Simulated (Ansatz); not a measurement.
## Starting-point dependence of the GW gap of TaAgO3 (R3c)

How much of the starting functional survives in the G0W0 gap of TaAgO3 (R3c)?

Program: Ansatz 0.2.0. Level of theory: G0W0 on several functionals, plane waves, PAW. Results are calculated unless marked as measured.

In doubt: one-shot GW on d or f shells is unsure, so the values of those runs are not to be relied on.

## (1) Set-up

Symmetry: R3c, No. 161, trigonal system. The conventional cell has a = 5.528 Å, b = 5.528 Å, c = 13.716 Å, α = 90.00°, β = 90.00°, γ = 120.00°. Nearest to Ta lie 6 O at 1.96 to 2.03 Å. Ag has 6 O at 2.40 to 2.78 Å nearest. Nearest to O lie 2 Ta at 1.96 to 2.03 Å and 2 Ag at 2.40 to 2.78 Å. Farther neighbours and most contacts between anions are not listed.

Geometry: measured cell, ions relaxed with LDA. The runs that relaxed it are not among those shown. Spin-orbit coupling is left out unless a step names it.

## (2) G0W0 on LDA

Now the one-shot GW correction: screening in the RPA, then the self-energy of the levels asked for. This step takes hard PAW files.

This step: G0W0 on LDA, plane waves, PAW.

input.yaml

```yaml
crystal:
  lattice:
    - [2.76405, 1.5958250116, 4.5719666667]
    - [-2.76405, 1.5958250116, 4.5719666667]
    - [0.0, -3.1916500231, 4.5719666667]
  atoms:
    - { symbol: Ta, position: [-0.0026385787, -0.0026385787, -0.0026385787] }
    - { symbol: Ta, position: [0.4973614213, 0.4973614213, 0.4973614213] }
    - { symbol: Ag, position: [0.249001027, 0.249001027, 0.249001027] }
    - { symbol: Ag, position: [0.749001027, 0.749001027, 0.749001027] }
    - { symbol: O, position: [0.8177770211, 0.6856263691, 0.2524341615] }
    - { symbol: O, position: [0.2524341615, 0.8177770211, 0.6856263691] }
    - { symbol: O, position: [0.6856263691, 0.2524341615, 0.8177770211] }
    - { symbol: O, position: [0.7524341615, 0.1856263691, 0.3177770211] }
    - { symbol: O, position: [0.1856263691, 0.3177770211, 0.7524341615] }
    - { symbol: O, position: [0.3177770211, 0.7524341615, 0.1856263691] }
kpoints:
  mp_grid: { grid: [4, 4, 4] }
hamiltonian:
  xc: lda
  pseudopotentials: { kind: paw, source: ansatz }
scf:
  occupations: { method: fixed }
gw:
  n_empty_bands: 719
  ecut_chi: 190.0
  qp_bands: [v3, c3]
  qp_kpoints: band_edges
  screening: { model: contour_deformation }
```

On the command line:

```sh
$ ansatz run input.yaml --threads 4 --pin off --max-ram 138240MiB --backend cuda --events-out ev --progress --plain --runs-dir out --devices 1 --max-vram 26GiB
```

Numbers of over 12 decimals in the logs are rounded to 6 here.

Output:

```text
GPUs: using 1 of 1 available (devices: 1).
Engine: ansatz 0.2.0, x86_64-unknown-linux-gnu
Pseudopotentials: kind: paw
Pseudopotential: Ta, paw, valence charge 27, recommended cutoff 520 eV (normal), Ta.paw.azcp
Pseudopotential: Ag, paw, valence charge 19, recommended cutoff 480 eV (normal), Ag.paw.azcp
Pseudopotential: O, paw, valence charge 6, recommended cutoff 930 eV (normal), O.paw.azcp
Functional definition: SPW92
  exchange = slater_x
  correlation = pw_c
device memory: the entry about to start is reckoned to put 6.4 GiB on a device that reports 61.7 GiB free (of which the cap on the GPU budget leaves the run 26.0 GiB)
GPU FFT provider: cuFFT
GPU libraries: cuBLAS 13.8.2, cuFFT 12.4.0, cuSOLVER 12.3.4
Crystal: 10 atoms, lattice volume = 121.000 Å³
Basis set: ecut = 930 eV, 7793 PW (Γ)
Bands: 77, of which v1, the nominal top of the filled ones, is band 64 counted from 1 (63 counted from 0)
Symmetry: 6 space group operations
Space group: R3c (ITA 161), of the structure as read, at distance tolerance 4.9e-5 Å
k-points: 13 of 64 (time reversal used)
Non-local potential: Ta, projectors of the file, l = 0: 3, l = 1: 3, l = 2: 2, l = 3: 3
Non-local potential: Ag, projectors of the file, l = 0: 3, l = 1: 2, l = 2: 2, l = 3: 2
Non-local potential: O, projectors of the file, l = 0: 2, l = 1: 2, l = 2: 1
PAW form: soft (Blöchl's): semilocal exchange-correlation on the pseudo side does not see the compensation charge
PAW frozen core: Ta, regenerated for the run's functional, and the local potential with it (the file was generated under x = pbe(κ = 0.804, μ = 0.219515), c = pbe(β = 0.066725))
PAW frozen core: Ag, regenerated for the run's functional, and the local potential with it (the file was generated under x = pbe(κ = 0.804, μ = 0.219515), c = pbe(β = 0.066725))
PAW frozen core: O, regenerated for the run's functional, and the local potential with it (the file was generated under x = pbe(κ = 0.804, μ = 0.219515), c = pbe(β = 0.066725))
PAW one-centre angular grid: Ta, 590 points (default); XC on 96 Gauss nodes
PAW one-centre angular grid: Ag, 590 points (default); XC on 64 Gauss nodes
PAW one-centre angular grid: O, 110 points (default); XC on 64 Gauss nodes
Initial density: superposition of atomic densities (chi_scale 0.1, normalization cell, long waves kept (reshape's long-wave potential 0.00 eV rms))
Initial wavefunctions: pseudopotential atomic-orbital guess
GPU buffer pool allocated for 262144 grid points (all kernels)
GPU transforms: local potential and band sums: pruned to the plane-wave sphere, on 60×60×60
Functional: x = slater, c = lda
SCF iter   1: F=—  HF=-51340.236669 eV  |F-HF|=—  |Δ(HF+E_count)|=         —  Δρ=7.37e-2  dr2=4.17e0  ethr=3.10e-3  ⟨swp⟩=4.1  Hψ=3369  notcnv=0  defer=96
preconditioner: auto → Resta (q_TF=auto, 2.754 Å⁻¹)  ε∞=5.4  [insulator: Δε(μ)=1.548 eV  Ē_g=15.836 eV  n_scr=52 (ndim 8)  ℏωp=33.1 eV  f_vac=0.000  ε∞_Penn≈5.4]
SCF iter   2: F=—  HF=-51339.187945 eV  |F-HF|=—  |Δ(HF+E_count)|=    1.05e0  Δρ=3.07e-2  dr2=6.65e-1  ethr=3.10e-3  ⟨swp⟩=2.2  Hψ=1928  notcnv=0  defer=105
SCF iter   3: F=—  HF=-51338.999911 eV  |F-HF|=—  |Δ(HF+E_count)|=   1.88e-1  Δρ=1.76e-2  dr2=2.00e-1  ethr=5.20e-4  ⟨swp⟩=2.0  Hψ=1666  notcnv=0  defer=141
SCF iter   4: F=—  HF=-51338.949824 eV  |F-HF|=—  |Δ(HF+E_count)|=   5.01e-2  Δρ=3.10e-3  dr2=9.90e-3  ethr=1.56e-4  ⟨swp⟩=3.0  Hψ=1816  notcnv=0  defer=141
SCF iter   5: F=—  HF=-51338.949974 eV  |F-HF|=—  |Δ(HF+E_count)|=   1.50e-4  Δρ=1.40e-3  dr2=1.13e-3  ethr=7.74e-6  ⟨swp⟩=2.0  Hψ=1879  notcnv=0  defer=141
SCF iter   6: F=—  HF=-51338.949736 eV  |F-HF|=—  |Δ(HF+E_count)|=   2.38e-4  Δρ=3.42e-4  dr2=7.80e-5  ethr=8.85e-7  ⟨swp⟩=2.0  Hψ=1782  notcnv=0  defer=134
SCF iter   7: F=—  HF=-51338.949724 eV  |F-HF|=—  |Δ(HF+E_count)|=   1.21e-5  Δρ=1.32e-4  dr2=1.98e-5  ethr=6.09e-8  ⟨swp⟩=2.0  Hψ=1753  notcnv=0  defer=69
SCF iter   8: F=—  HF=-51338.949724 eV  |F-HF|=—  |Δ(HF+E_count)|=   2.75e-7  Δρ=3.46e-5  dr2=1.32e-6  ethr=1.55e-8  ⟨swp⟩=2.0  Hψ=1549  notcnv=0  defer=69
SCF iter   9: F=-51338.949724 eV  HF=-51338.949724 eV  |F-HF|=3.34e-8  |Δ(HF+E_count)|=   1.60e-7  Δρ=7.22e-6  dr2=5.76e-8  ethr=7.81e-11  ⟨swp⟩=9.1  Hψ=3840  notcnv=0
SCF 1 converged in 9 iterations: F = -51338.949724 eV  dr2 = 5.76e-8
  greatest PAW one-centre occupation: 0.999 electrons in one spin orbital (limit 2), on the Ag atom at site 2 (counted from 0), in its partial waves of l = 0
device memory: the entry about to start is reckoned to put 7.8 GiB (of the 7.9 GiB reckoned in all, the device holds 0.2 GiB already) on a device that reports 61.6 GiB free (of which the cap on the GPU budget leaves the run 25.9 GiB)
NSCF: frozen V_eff on 13 k-points
the band table was solved once the SCF had ended and its energy, with any forces and stress, was formed, with the checks that follow a solve (3862 applications of the Hamiltonian). They found nothing against the state; the energy, forces and stress were not computed again (output.eigenvalues in the input reference)
device memory: the entry about to start is reckoned to put 16.6 GiB on a device that reports 61.7 GiB free (of which the cap on the GPU budget leaves the run 26.0 GiB)
NSCF: frozen V_eff on 13 k-points
G₀W₀ screening: q 1/13
[... further progress lines ...]
device memory: the entry about to start is reckoned to put 1.4 GiB on a device that reports 42.5 GiB free (of which the cap on the GPU budget leaves the run 26.0 GiB)
NSCF: frozen V_eff on 1 k-points
device memory: the entry about to start is reckoned to put 1.4 GiB on a device that reports 42.5 GiB free (of which the cap on the GPU budget leaves the run 26.0 GiB)
NSCF: frozen V_eff on 1 k-points
device memory: the entry about to start is reckoned to put 1.4 GiB on a device that reports 42.5 GiB free (of which the cap on the GPU budget leaves the run 26.0 GiB)
NSCF: frozen V_eff on 1 k-points
SCF converged after 9 iterations
Free energy (F): -51338.949724 eV
Harris-Foulkes:  -51338.949724 eV  (|F-HF|=3.34e-8)
Internal energy: -51338.949724 eV  (E = F + TS)
E sigma→0 (E₀):  -51338.949724 eV
Fermi energy:    12.988408 eV
--- Per-component energies (eV) ---
  E_band       = -916.633432
  E_kinetic    = 3560.195499
  E_local      = -28194.126532  (includes V_loc(G=0)·N_el)
  E_nonlocal   = 5901.721538
  E_hartree    = 9351.811951
  E_xc         = -2015.966294
  E_vxc        = -1660.473098  (∫ρ·V_xc dr)
  E_paw        = -22117.703765  (= ΣΔE_a)
  E_vpaw       = 772.437053  (= ΣTr[D̂ρ^β])
  E_aug_tail   = 0.000096  (compensation charges beyond the density's cutoff)
  E_ewald      = -17832.168508
  E_core_change = 7.286291  (= ΣΔE_core)
  E_smearing   = -0.000000  (= −TS)
  E_closure    = 0.000000  (closes the sum)
  Σ components = -51338.949724   (vs F -51338.949724, Δ=0.00e0)
--- Band table (eV; the first three rows and the last of 13) ---
  k-point 0: bands = [... 60 lower, 12.2747, 12.3445, 12.8535, 12.8535, 14.9867, 15.0630, 15.0630, 15.3012, ... 9 higher]
  k-point 1: bands = [... 60 lower, 12.3272, 12.6604, 12.7514, 12.9112, 15.4194, 15.5777, 15.7155, 16.4245, ... 9 higher]
  k-point 2: bands = [... 60 lower, 12.6708, 12.6708, 12.9323, 12.9323, 16.3560, 16.3560, 16.8557, 16.8557, ... 9 higher]
  k-point 12: bands = [... 60 lower, 12.7182, 12.7182, 12.7182, 12.7182, 16.2969, 16.2969, 17.0983, 17.0983, ... 9 higher]
--- G₀W₀: contour deformation, 7 samples at zero and on the imaginary axis and 2 off it, 64 q-points, 719 empty bands' worth ---
  eigenvalues of the whole cell's RPA ε∞ on this k-mesh (on a slab, of 1 + 4πα/V) = 6.8167, 6.9401, 6.9401; static W/v taken at q = 0 is 0.144947
  bands read: the sum over 783 bands ends inside a degenerate multiplet in 3 slots, whose members it reads at an even weight; the widest, k=12: bands 783 to 786 (counted from 1) at 1/4 each
  gw.qp_kpoints: band_edges: 13 of 13 stored k-points solved, in 1 pass; an edge of the gap read off the rows below is read off those points alone
    ik  band        ε_KS         Σx   Σc(E_QP)       V_xc       Z   E_QP_lin       E_QP  E_QP is
     0    62     12.3445   -28.9185     4.4110   -23.8325  0.7311    11.6572    11.6696  root
     0    63     12.8535   -29.5042     4.5895   -24.3560  0.7275    12.2880    12.2948  root
     0    64     12.8535   -29.5042     4.5895   -24.3560  0.7275    12.2880    12.2948  root
     0    65     14.9867   -13.5141    -4.5330   -18.7920  0.7892    15.7393    15.7316  root
     0    66     15.0630   -14.4858    -4.7539   -20.0413  0.7832    15.8745    15.8646  root
     0    67     15.0630   -14.4858    -4.7539   -20.0413  0.7832    15.8745    15.8646  root
     1    62     12.6604   -29.9687     4.5552   -24.7768  0.7301    12.0140    12.0238  root
     1    63     12.7514   -30.4520     4.6330   -25.1737  0.7303    12.0963    12.1062  root
     1    64     12.9112   -30.8120     4.6659   -25.5069  0.7312    12.2629    12.2721  root
     1    65     15.4194   -12.9726    -4.7716   -18.5239  0.7857    16.2084    16.1991  root
     1    66     15.5777   -14.1240    -4.8655   -19.8115  0.7769    16.4113    16.3997  root
     1    67     15.7155   -14.5038    -4.8396   -20.1724  0.7713    16.5571    16.5445  root
     2    62     12.6708   -31.6478     4.7275   -26.1915  0.7326    11.9291    11.9421  root
     2    63     12.9323   -31.9440     4.6870   -26.5381  0.7352    12.2012    12.2134  root
     2    64     12.9323   -31.9440     4.6870   -26.5381  0.7352    12.2012    12.2134  root
     2    65     16.3560   -12.4175    -5.3436   -18.6020  0.7754    17.2120    17.1968  root
     2    66     16.3560   -12.4175    -5.3436   -18.6020  0.7754    17.2120    17.1968  root
     2    67     16.8557   -14.5067    -5.3156   -20.6860  0.7510    17.7394    17.7195  root
     3    62     12.7044   -31.2156     4.6861   -25.8278  0.7317    11.9904    12.0027  root
     3    63     12.7988   -30.3580     4.6451   -25.0822  0.7300    12.1591    12.1683  root
     3    64     12.8401   -31.2747     4.6956   -25.9016  0.7320    12.1518    12.1626  root
     3    65     14.9616   -13.7991    -4.8456   -19.4679  0.7849    15.7951    15.7848  root
     3    66     16.0954   -14.6861    -4.8442   -20.3517  0.7668    16.9303    16.9167  root
     3    67     16.1984   -14.1486    -4.7722   -19.7304  0.7672    17.0208    17.0079  root
[...]
11    66     16.0807   -14.5525    -4.8966   -20.2971  0.7633    16.9432    16.9288  root
    11    67     17.0824   -14.9549    -5.3142   -21.1519  0.7441    17.9860    17.9651  root
    12    62     12.7182   -31.5939     4.7587   -26.1282  0.7319    11.9995    12.0114  root
    12    63     12.7182   -31.5939     4.7587   -26.1282  0.7319    11.9995    12.0114  root
    12    64     12.7182   -31.5939     4.7587   -26.1282  0.7319    11.9995    12.0114  root
    12    65     16.2969   -11.9509    -5.2915   -18.0615  0.7784    17.1299    17.1159  root
    12    66     16.2969   -11.9509    -5.2915   -18.0615  0.7784    17.1299    17.1159  root
    12    67     17.0983   -15.0060    -5.4176   -21.2902  0.7412    17.9869    17.9648  root
```

The job ended after 2 min (1 × NVIDIA H100 80GB HBM3 (shared by 3 runs) with 4 threads of AMD EPYC 7R13 (Zen 3), shared host; peak memory 4.1 GiB).

In the SCF lines HF is the Harris–Foulkes energy and dr2 the Hartree energy of the density residual, in eV; the loop may stop once dr2 is under the threshold and the program's other checks hold. Hψ counts applications of the Hamiltonian.

Numbers from this step:

| Item | Value |
| --- | --- |
| bands summed | 783 |
| RPA ε∞ on this mesh (eigenvalues) | 6.817, 6.940, 6.940 |
| plane waves in the screening matrix | 725 |
| q-points in the mesh | 64 |
| G0W0 gap on the mesh | 3.405 eV |
| k of the valence top | 0, 0, 0 |
| k of the conduction bottom | 0, -0.5, -0.5 |
| starting gap on the mesh | 1.866 eV |
| Z at the valence top | 0.7275 |
| Z at the conduction bottom | 0.7867 |
| least direct G0W0 gap on the computed points | 3.437 eV |

The gap on the mesh goes from 1.87 eV to 3.41 eV, a correction of +1.54 eV, though a band edge has moved to another state.

(Part 1 of 2 ends here.)

[Paths, hosts, dates, memory and timing lines, banners, echoed tables and standing remarks are left out of the program output.]

[Logs are printed without paths, hosts, clocks, repeated set-up lines and the standing remarks that a program may print on its own settings, such as how far it seeks lower states.]

[Runs of the session that timed out or met a known fault of the program may be left out.]

[Cells called generated may have been cut or substituted from an entry of the Crystallography Open Database or the Materials Project.]

[Hosts, paths, dates, database ids (printed as entryN), source tags and the programs' standing remarks are cut or masked in the printed files.]
